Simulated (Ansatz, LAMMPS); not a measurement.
**Forces and charges in Mg2+ triflate in trimethyl phosphate and diglyme at 260 K (131 atoms)**

What does DFT give for Mg2+ triflate in trimethyl phosphate and diglyme at 260 K (131 atoms) as built?

Program: Ansatz 0.2.0. Level of theory: Kohn-Sham DFT, PBE+D3(BJ), PAW (set soft_2), plane waves. Results are calculated unless marked as measured.

## 1. Set-up

The cell holds 131 atoms: 26 C, 28 O, 64 H, 4 P, 2 S, 6 F and 1 Mg. Cell: a = 11.362 Å, b = 11.362 Å, c = 11.362 Å, α = 90.0°, β = 90.0°, γ = 90.0°. 4 trimethyl phosphate, 2 diglyme, 1 Mg2+, 2 triflate placed at random, at 1.3 g/cm³; overlaps pushed apart, then 10 ps at 550 K with divalent ions of Li, Roberts, Chakravorty and Merz (J. Chem. Theory Comput. 9, 2733 (2013)); MMFF94 bonds, angles, torsions, charges and radii (Halgren, J. Comput. Chem. 17, 490 (1996)) in harmonic and 12-6 forms; charges of ions scaled by 0.8. Snapshot after 30 ps at 260 K and fixed volume.

What the set-up can't give: The network of contacts between molecules at the start is that of the classical potential that made the cell, and needn't be the one that DFT or experiment would give. The density was typed from a rule of thumb and may lie off the real one at this temperature. The Brillouin zone is sampled at Γ only, in a cell whose shortest periodic width is 11 Å.

## 2. The classical run that made the cell

A classical potential supplies the starting structure, since it reaches far longer times than DFT.

This step: classical MD, divalent ions of Li, Roberts, Chakravorty and Merz (J. Chem. Theory Comput. 9, 2733 (2013)); MMFF94 bonds, angles, torsions, charges and radii (Halgren, J. Comput. Chem. 17, 490 (1996)) in harmonic and 12-6 forms; charges of ions scaled by 0.8 (LAMMPS 22 Jul 2025 - Update 4).

The input, in.lmp:

```
# Mg2+ triflate in trimethyl phosphate and diglyme
units real
atom_style full
boundary p p p
bond_style harmonic
angle_style harmonic
dihedral_style opls
improper_style harmonic
special_bonds lj 0 0 0.5 coul 0 0 0.75
read_data data.lmp
neigh_modify delay 0 every 1 check yes one 4000
comm_modify cutoff 12.0
timestep 0.5
thermo_style custom step time temp pe press density
thermo_modify norm yes
# push overlapping molecules apart
pair_style soft 2.6
pair_coeff * * 0.0
variable a equal ramp(1,60)
fix ad all adapt 1 pair soft a * * v_a
velocity all create 550 82305 mom yes dist gaussian
fix lim all nve/limit 0.03
fix lan all langevin 550 550 50 82306 zero yes
thermo 1000
run 3000 post no
unfix ad
pair_style lj/cut/coul/long 9.0
pair_modify mix arithmetic tail yes
pair_coeff 1 1 0.0678 3.3680   # C
pair_coeff 2 2 0.0763 3.0430   # O
pair_coeff 3 3 0.0216 2.5400   # H
pair_coeff 4 4 0.2596 3.1940   # P
pair_coeff 5 5 0.0763 3.0960   # O
pair_coeff 6 6 0.2681 3.4180   # S
# [... 20 lines left out ...]
compute msd all msd com yes
thermo 7500
fix md all nvt temp 260 260 100
run 30000 post no
print "== T260: mean square displacement over the hold $(c_msd[4]:%.2f) A^2"
unfix md
uncompute msd
write_dump all custom T260.dump id type xs ys zs modify sort id
```

Launch:

```sh
lmp -in in.lmp -log none -nocite
```

Numbers of over 12 decimals in the logs are rounded to 6 here.

The log of the run:

```text
LAMMPS (22 Jul 2025 - Update 4)
Reading data file ...
  orthogonal box = (0 0 0) to (11.3624 11.3624 11.3624)
  131 atoms
  orthogonal box = (0 0 0) to (11.3624 11.3624 11.3624)
  122 bonds
  210 angles
  162 dihedrals
WARNING: Bond/angle/dihedral extent > half of periodic box length
   Step          Time           Temp          PotEng         Press         Density
         0   0              550            0.92883845     4614.4635      1.3030005
      1000   500            472.46275      2.3690076      12665.25       1.3030005
      2000   1000           515.81312      2.2050882      35489.268      1.3030005
      3000   1500           503.57844      2.0735173      23062.453      1.3030005
WARNING: Bond/angle/dihedral extent > half of periodic box length
Loop time of 0.234393 s on 1 MPI rank(s) for 3000 steps with 131 atoms
PPPM initialization ...
WARNING: System is not charge neutral, net charge = -0.00016
  G vector (1/distance) = 0.31183078
  grid = 8 8 8
  estimated relative force accuracy = 2.2887894e-05
WARNING: Bond/angle/dihedral extent > half of periodic box length
   Step          Time           Temp          PotEng         Press         Density
      3000   1500           503.57844     -0.28063119     4531.0297      1.3030005
[... 17 lines left out ...]
Loop time of 0.811624 s on 1 MPI rank(s) for 2000 steps with 131 atoms
WARNING: Bond/angle/dihedral extent > half of periodic box length
   Step          Time           Temp          PotEng         Press         Density
      2000   1000           459.71473     -1.8609719      9625.1346      1.3030005
[... 5 lines left out ...]
WARNING: Bond/angle/dihedral extent > half of periodic box length
Loop time of 4.33609 s on 1 MPI rank(s) for 10000 steps with 131 atoms
WARNING: Bond/angle/dihedral extent > half of periodic box length
   Step          Time           Temp          PotEng         Press         Density
[... 4 lines left out ...]
WARNING: Bond/angle/dihedral extent > half of periodic box length
Loop time of 2.15488 s on 1 MPI rank(s) for 5000 steps with 131 atoms
WARNING: Bond/angle/dihedral extent > half of periodic box length
   Step          Time           Temp          PotEng         Press         Density
[... 2 lines left out ...]
     30000   29000          237.33956     -2.9598703      1290.0089      1.3030005
     37500   36500          234.98572     -2.9620945      1895.0737      1.3030005
     45000   44000          251.78074     -3.0330722     -1083.7773      1.3030005
     47000   46000          263.89359     -2.9225917     -3174.2181      1.3030005
WARNING: Bond/angle/dihedral extent > half of periodic box length
Loop time of 12.8865 s on 1 MPI rank(s) for 30000 steps with 131 atoms
== T260: mean square displacement over the hold 3.19 A^2
```

Wall time 21 s (1 thread of Arm Neoverse V2, shared host); peak memory 0.12 GiB.

The input also reads data.lmp (atoms, bonds and types; not printed here).

## 3. Plane-wave single point

The electrons are solved once, with the atoms held.

The input, input.yaml:

```yaml
crystal:
  lattice:
    - [11.3624, 0.0, 0.0]
    - [0.0, 11.3624, 0.0]
    - [0.0, 0.0, 11.3624]
  atoms:
    - { symbol: C, position: [0.33713, 0.96546, 0.22797] }
    - { symbol: O, position: [0.33733, 0.07889, 0.28424] }
    - { symbol: C, position: [0.30221, 0.16584, 0.20372] }
    - { symbol: C, position: [0.30937, 0.28689, 0.25594] }
    - { symbol: O, position: [0.276, 0.38296, 0.17892] }
    - { symbol: C, position: [0.29884, 0.49546, 0.23788] }
    - { symbol: C, position: [0.25063, 0.59835, 0.17146] }
    - { symbol: O, position: [0.12696, 0.59816, 0.19068] }
    - { symbol: C, position: [0.07579, 0.68129, 0.10901] }
    - { symbol: H, position: [0.35647, 0.89726, 0.29353] }
    - { symbol: H, position: [0.40994, 0.96723, 0.16249] }
    - { symbol: H, position: [0.25212, 0.93923, 0.19065] }
    - { symbol: H, position: [0.36046, 0.15604, 0.11953] }
    - { symbol: H, position: [0.21191, 0.14454, 0.17653] }
    - { symbol: H, position: [0.25241, 0.28924, 0.33071] }
    - { symbol: H, position: [0.39625, 0.30438, 0.2893] }
    - { symbol: H, position: [0.39555, 0.51472, 0.24978] }
    - { symbol: H, position: [0.24879, 0.4987, 0.3235] }
    - { symbol: H, position: [0.28366, 0.68942, 0.20002] }
    - { symbol: H, position: [0.27359, 0.58806, 0.07811] }
    - { symbol: H, position: [0.98879, 0.68804, 0.13197] }
    - { symbol: H, position: [0.08662, 0.66394, 0.01926] }
    - { symbol: H, position: [0.10418, 0.77199, 0.11921] }
    - { symbol: C, position: [0.53533, 0.12628, 0.85848] }
    - { symbol: O, position: [0.6213, 0.04239, 0.82256] }
    - { symbol: C, position: [0.72752, 0.10465, 0.79327] }
    - { symbol: C, position: [0.81638, 0.01186, 0.75619] }
    - { symbol: O, position: [0.76042, 0.91288, 0.70082] }
    - { symbol: C, position: [0.74579, 0.93347, 0.57577] }
    - { symbol: C, position: [0.65135, 0.85464, 0.53092] }
    - { symbol: O, position: [0.5534, 0.87101, 0.60883] }
    - { symbol: C, position: [0.45101, 0.90875, 0.54336] }
    [... 93 atom lines left out ...]
    - { symbol: O, position: [0.86008, 0.8711, 0.04547] }
    - { symbol: C, position: [0.69169, 0.75443, 0.1505] }
    - { symbol: F, position: [0.6498, 0.85279, 0.20706] }
    - { symbol: F, position: [0.77065, 0.70766, 0.23268] }
    - { symbol: F, position: [0.59726, 0.67659, 0.1462] }
    - { symbol: Mg, position: [0.60701, 0.86417, 0.77911] }
kpoints:
  mp_grid: { grid: [1, 1, 1] }
hamiltonian:
  xc: pbe
  dispersion: d3bj
scf:
  occupations: { method: gaussian, width: 0.05 }
output:
  forces: true
  stress: true
  populations: intrinsic
  dos:
    method: { smearing: { sigma: 0.15 } }
    de: 0.1
    projected: { site_lists: { C: [C], F: [F], H: [H], Mg: [Mg], O: [O] } }
  eigenvalues: true
  write_density: true
  write_potential: true
  volumetric_format: npy
```

Launch:

```sh
ansatz run input.yaml --threads 8 --pin off --max-ram 15872MiB --backend cpu --events-out ev --progress --plain --runs-dir out
```

The log of the run:

```text
Engine: ansatz 0.2.0, aarch64-unknown-linux-gnu
Pseudopotentials: kind: paw
Pseudopotential: C, paw, valence charge 4, recommended cutoff 420 eV (normal), C.paw.azcp
Pseudopotential: O, paw, valence charge 6, recommended cutoff 420 eV (normal), O.paw.azcp
Pseudopotential: H, paw, valence charge 1, recommended cutoff 420 eV (normal), H.paw.azcp
Pseudopotential: P, paw, valence charge 5, recommended cutoff 420 eV (normal), P.paw.azcp
Pseudopotential: S, paw, valence charge 6, recommended cutoff 420 eV (normal), S.paw.azcp
Pseudopotential: F, paw, valence charge 7, recommended cutoff 420 eV (normal), F.paw.azcp
Pseudopotential: Mg, paw, valence charge 10, recommended cutoff 420 eV (normal), Mg.paw.azcp
[... 5 lines on functional and potentials left out ...]
Crystal: 131 atoms, lattice volume = 1466.933 Å³
Basis set: ecut = 420 eV, 28545 PW (Γ), exchange–correlation on 160×160×160 points (8 copies of the dense FFT grid, shifted against one another)
Bands: 341, of which v1, the nominal top of the filled ones, is band 210 counted from 1 (209 counted from 0)
Symmetry: 1 space group operations
Space group: P1 (ITA 1), of the structure as read, at distance tolerance 1.1e-4 Å
k-points: 1
[... 15 lines on functional and potentials left out ...]
Initial density: superposition of atomic densities (neutral atoms: chi_scale 0, normalization atom), corrected by the library's trained network
Initial wavefunctions: pseudopotential atomic-orbital guess
Functional: x = pbe(κ = 0.804, μ = 0.219515), c = pbe(β = 0.066725)
SCF iter   1: F=—  HF=-35032.394441 eV  |F-HF|=—  |Δ(HF+E_count)|=         —  Δρ=4.93e-3  dr2=7.20e-1  ethr=1.77e-3  ⟨swp⟩=6.0  Hψ=1670  notcnv=0  defer=101
preconditioner: auto → Resta (q_TF=auto, 2.215 Å⁻¹)  ε∞=2.4  [insulator: Δε(μ)=4.864 eV  Ē_g=16.260 eV  σ=0.050 eV  W_gap=1.00  n_scr=256 (ndim 8)  ℏωp=19.4 eV  f_vac=0.272  D(μ)=0.00/eV (n_scr^D=0)  ε∞_Penn≈2.4]
SCF iter   2: F=—  HF=-35032.202024 eV  |F-HF|=—  |Δ(HF+E_count)|=   1.92e-1  Δρ=2.71e-3  dr2=1.75e-1  ethr=1.71e-4  ⟨swp⟩=2.0  Hψ=445  notcnv=0  defer=124
SCF iter   3: F=—  HF=-35032.169616 eV  |F-HF|=—  |Δ(HF+E_count)|=   3.24e-2  Δρ=1.76e-3  dr2=6.03e-2  ethr=4.17e-5  ⟨swp⟩=4.0  Hψ=436  notcnv=0  defer=124
SCF iter   4: F=—  HF=-35032.154970 eV  |F-HF|=—  |Δ(HF+E_count)|=   1.46e-2  Δρ=6.27e-4  dr2=7.71e-3  ethr=1.43e-5  ⟨swp⟩=2.0  Hψ=577  notcnv=0  defer=124
SCF iter   5: F=—  HF=-35032.153496 eV  |F-HF|=—  |Δ(HF+E_count)|=   1.47e-3  Δρ=3.64e-4  dr2=1.84e-3  ethr=1.84e-6  ⟨swp⟩=3.0  Hψ=458  notcnv=0  defer=124
SCF iter   6: F=—  HF=-35032.153181 eV  |F-HF|=—  |Δ(HF+E_count)|=   3.16e-4  Δρ=1.19e-4  dr2=1.95e-4  ethr=4.38e-7  ⟨swp⟩=2.0  Hψ=399  notcnv=0  defer=124
SCF iter   7: F=—  HF=-35032.153151 eV  |F-HF|=—  |Δ(HF+E_count)|=   2.99e-5  Δρ=4.05e-5  dr2=2.44e-5  ethr=4.63e-8  ⟨swp⟩=3.0  Hψ=461  notcnv=0  defer=124
SCF iter   8: F=—  HF=-35032.151382 eV  |F-HF|=—  |Δ(HF+E_count)|=   1.77e-3  Δρ=2.20e-5  dr2=5.99e-6  ethr=5.80e-9  ⟨swp⟩=3.0  Hψ=560  notcnv=0  defer=124
SCF iter   9: F=—  HF=-35032.151381 eV  |F-HF|=—  |Δ(HF+E_count)|=   3.93e-7  Δρ=7.27e-6  dr2=7.10e-7  ethr=1.43e-9  ⟨swp⟩=3.0  Hψ=432  notcnv=0  defer=124
SCF iter  10: F=—  HF=-35032.151382 eV  |F-HF|=—  |Δ(HF+E_count)|=   9.81e-8  Δρ=3.23e-6  dr2=1.47e-7  ethr=1.69e-10  ⟨swp⟩=3.0  Hψ=421  notcnv=0  defer=124
SCF iter  11: F=-35032.151382 eV  HF=-35032.151382 eV  |F-HF|=1.14e-8  |Δ(HF+E_count)|=   2.79e-9  Δρ=1.32e-6  dr2=2.46e-8  ethr=2.38e-11  ⟨swp⟩=25.0  Hψ=3409  notcnv=0
SCF 1 converged in 11 iterations: F = -35032.151382 eV  dr2 = 2.46e-8
  greatest PAW one-centre occupation: 1.000 electrons in one spin orbital (limit 2), on the Mg atom at site 130 (counted from 0), in its partial waves of l = 0
WARN: The input density's exchange-correlation potential varies sharply where the density is thin. Do not read a vacuum level from v_tot or v_xc, or from such a field of the output density. On a cell that repeats whose density bears no net charge and no dipole along the vacuum's axis use v_es (v_loc + v_h of the components); [...]
SCF converged after 11 iterations
Free energy (F): -35032.151382 eV
Harris-Foulkes:  -35032.151382 eV  (|F-HF|=1.14e-8)
Internal energy: -35032.151382 eV  (E = F + TS)
E sigma→0 (E₀):  -35032.151382 eV
Fermi energy:    2.251542 eV
--- Per-component energies (eV) ---
  E_band       = -3861.289011
  E_kinetic    = 10050.347495
  E_local      = -41631.917862  (includes V_loc(G=0)·N_el)
  E_nonlocal   = 2866.162601
  E_hartree    = 16271.348236
  E_xc         = -4839.526622
  E_vxc        = -5994.397574  (∫ρ·V_xc dr)
  E_paw        = -12024.677756  (= ΣΔE_a)
  E_vpaw       = -1694.174483  (= ΣTr[D̂ρ^β])
  E_aug_tail   = -0.007368  (compensation charges beyond the density's cutoff)
  E_ewald      = -5716.837681
  E_disp       = -7.042424  (pairwise vdW)
  E_smearing   = -0.000000  (= −TS)
  E_closure    = -0.000000  (closes the sum)
  Σ components = -35032.151382   (vs F -35032.151382, Δ=0.00e0)
--- Forces (eV/Å), atoms counted from 1 ---
  atom   1  C      0.98243875     0.41297597     0.28214628
  atom   2  O     -0.06749531    -0.48662886     0.83901757
  atom   3  C      0.55611506    -0.53321042    -2.43772643
  atom   4  C      0.03720140     0.95772784    -0.33739362
  atom   5  O      0.42525804     0.32856390     0.34670516
  atom   6  C      0.22841498    -0.11975909     0.71208256
  atom   7  C     -0.29781528     0.49823095     0.10830323
  atom   8  O     -0.07645265     0.76385516    -1.48657360
  atom   9  C      1.13723533     0.27867204     2.02737195
  atom  10  H      0.17295373     0.21747388     0.18010571
  atom  11  H     -0.63124564    -0.37097349    -0.03078128
  atom  12  H     -0.08912294     0.34900368    -0.41376624
  atom  13  H     -0.88917015     0.44175560     1.08337993
  atom  14  H     -0.16927478     0.24706043    -0.31300353
[...]
atom 130  F      1.35946682     1.01166872    -0.34167013
  atom 131  Mg    -0.83091252    -0.55909977     0.50816647
  max |Σ_I F_I| component: 5.72e-5 eV/Å
--- Stress (GPa, compression-positive) ---
        0.931483      -0.618209       0.956712
       -0.618209      -0.083908      -0.089597
        0.956711      -0.089597       1.187771
  P = ⅓ Tr σ = 0.6784 GPa (6.784 kbar)
--- Band table (eV) ---
  k-point 0: bands = ["-73.7585", "-40.5329", "-40.5219", "-40.5111", [... 325 levels ...], "10.7183", "10.7544", "10.8382", "10.9056", "10.9281", "10.9824", "11.0394", "11.0737", "11.1203", "11.1616", "11.2131", "11.2903"]
--- intrinsic populations: 131 sites ---
  site symbol       q [e]
     0      C      4.2839
     1      O      6.4020
     2      C      4.0810
[...]
130     Mg      8.3816
  spilling = -0.000000 (of n_electrons = 420.000000)
```

It took 11 s on 8 threads of Arm Neoverse V2, shared host; peak memory 1.9 GiB.

The program notes that the exchange-correlation potential is rough where the density is thin.

Read from the output:

```
free energy                                      : -35032.1514 eV
free energy per atom                             : -267.4210 eV/atom
SCF cycles                                       : 11
pressure                                         : 0.6784 GPa
r.m.s. force component                           : 0.8651 eV/Å
longest force                                    : 4 eV/Å
Fermi energy                                     : 2.252 eV
gap (highest filled to lowest empty level) : 4.247 eV
```

Neighbours are counted within 1.34 Å (H-C), 1.73 Å (O-C), 2.08 Å (O-P), 1.88 Å (O-S), 2.48 Å (O-Mg), 1.85 Å (C-C), 1.62 Å (C-F), 2.21 Å (C-S).

Length of the force by element and coordination:

```tsv
element	coordination	atoms	mean length of the force (eV/Å)	spread	least	most
C	all	26	1.84	0.776	0.591	3.74
F	all	6	1.27	0.626	0.427	2.13
H	all	64	0.908	0.555	0.130	2.78
Mg	all	1	1.12	0	1.12	1.12
O	all	28	1.51	0.573	0.560	2.49
O	1	7	1.42	0.558	0.602	2.20
O	2	18	1.58	0.531	0.639	2.49
O	3	3	1.29	0.736	0.560	2.30
P	all	4	1.70	0.282	1.28	2.03
S	all	2	2.97	1.03	1.93	4.00
```

Intrinsic-atomic-orbital charges by element and coordination:

```tsv
element	coordination	atoms	mean charge (e)	spread	least	most
C	all	26	-0.185	0.232	-0.343	0.571
F	all	6	-0.266	0.0092	-0.275	-0.247
H	all	64	0.178	0.0199	0.121	0.215
Mg	all	1	1.62	0	1.62	1.62
O	all	28	-0.694	0.204	-1.03	-0.396
O	1	7	-0.923	0.0095	-0.940	-0.911
O	2	18	-0.646	0.179	-1.03	-0.396
O	3	3	-0.447	0.004	-0.452	-0.443
P	all	4	2.08	0.0395	2.05	2.15
S	all	2	2.24	0.0042	2.23	2.24
```

States in the cell by windows of 1 eV, zero at the Fermi level; the larger projections on atomic orbitals stand beside the total:

```tsv
from (eV)	to (eV)	total	O p	C p	H s	F p	C s
-18	-17	1.3	0.2	0.1	0.2	0.0	0.7
-17	-16	2.0	0.3	0.2	0.3	0.0	1.0
-16	-15	12.1	2.3	0.6	1.5	1.1	4.1
-15	-14	18.2	3.7	0.7	4.5	0.1	7.1
-14	-13	10.5	2.0	0.8	2.6	0.1	3.8
-13	-12	8.0	0.7	1.5	1.2	1.6	1.3
-12	-11	18.6	2.7	3.9	2.4	4.9	1.8
-11	-10	15.0	5.2	4.3	1.6	1.1	0.5
-10	-9	23.3	9.0	8.0	3.0	0.2	0.5
-9	-8	46.2	16.0	15.6	6.4	4.2	0.3
-8	-7	46.7	12.6	14.6	6.7	9.7	0.3
-7	-6	26.7	6.4	6.9	4.0	7.6	0.1
-6	-5	37.9	18.3	9.2	6.9	0.4	0.1
-5	-4	44.7	29.5	6.3	5.7	0.6	0.3
-4	-3	24.0	18.8	1.9	2.1	0.2	0.1
-3	-2	8.6	6.9	0.4	1.2	0.0	0.0
-2	-1	0.3	0.2	0.0	0.1	0.0	0.0
-1	1	0.0	0.0	0.0	0.0	0.0	0.0
1	2	0.2	0.0	0.0	0.1	0.0	0.0
2	3	14.7	1.0	3.3	3.1	0.2	1.3
3	4	27.6	2.1	5.8	5.4	0.8	2.2
4	5	36.5	3.2	6.3	7.1	0.4	2.5
```

Between -26 and -18 eV lie 56 more states.

About 20 of the 420 electrons lie in deeper levels, below the stored range.

Not all projections were asked for or kept, so they needn't add up to the total.

The levels nearest the highest filled one (over half full), pooled over k-points and spins:

```tsv
level less the highest filled one (eV)	occupation
-1.17	2
-0.869	2
-0.773	2
-0.529	2
-0.433	2
0	2
4.25	0
4.62	0
4.75	0
4.81	0
4.88	0
4.95	0
```

Electrostatic potential energy in the bc plane at fractional x = 0.113, with atoms of O and H and C and F within 0.2 Å of it. With pseudopotentials it is smooth inside the atoms' cores, unlike the true potential.

Values in eV, 13 rows by 16 columns, each cell a mean:
```
  5   5   1 -26 -18   0  -1 -19  -6   4   3   5   5 -12 -38  -4
  4   4  -3 -29 -40 -19 -19 -33 -17  -1   5   5   5   3  -3   2
  5  -3 -37 -23 -13 -14 -15   2   2   3   4   4   5   5   2   1
  5   2 -23 -21   0   4   6   6   5   5   4   3   4   5   5   4
  5   0 -24 -35 -10   3   5   6   6   6   5   4   4   5   6   6
  4  -3 -12   1   3   4   5   6   6  -6 -16  -1   1   4   5   5
  4   4   4   4   4   5   5   6   6 -16 -31  -7  -5   0   4   4
  4   5   4  -3   0   5   5   6   6   6   4   2 -19 -34  -5   0
  3   5   4   3   3   5   5   6   6   7   6   6   0  -9  -3 -13
  3   4   4   4   4   5   6   6   6  -3   3   6   6   5   3  -8
  5   5   4   5   6   6   7   7   2 -35 -20   0   2   5   5   5
  5   5   5   5   6   6   7   7   6  -1 -21 -22 -19   3   5   5
  5   5   0 -28 -11   5   5   5   5   4  -9  -2   4   3  -3   5
```
Columns run along b (11.4 Å; values clipped at the 3rd and 97th percentile), rows up along c (11.4 Å). Atoms in or near the plane, at fractional coordinates: O at (0.60, 0.19), H at (0.77, 0.12), O at (0.82, 0.40), O at (0.63, 0.52), H at (0.96, 0.30), C at (0.47, 0.90), O at (0.22, 0.00), O at (0.15, 0.78), C at (0.20, 0.66), H at (0.13, 0.60), F at (0.89, 0.96).

[end of part 1 of 2]

[Logs are printed without paths, hosts, clocks, repeated set-up lines and the standing remarks that a program may print on its own settings, such as how far it seeks lower states.]

[Hosts, paths, dates, database ids (printed as entryN), source tags and the programs' standing remarks are cut or masked in the printed files.]

[The MMFF94 radii named for the starting cell were scaled by 0.96; in molecules described by MMFF94, hydrogen bound to N, O or S took a small fixed 12-6 site in their place.]
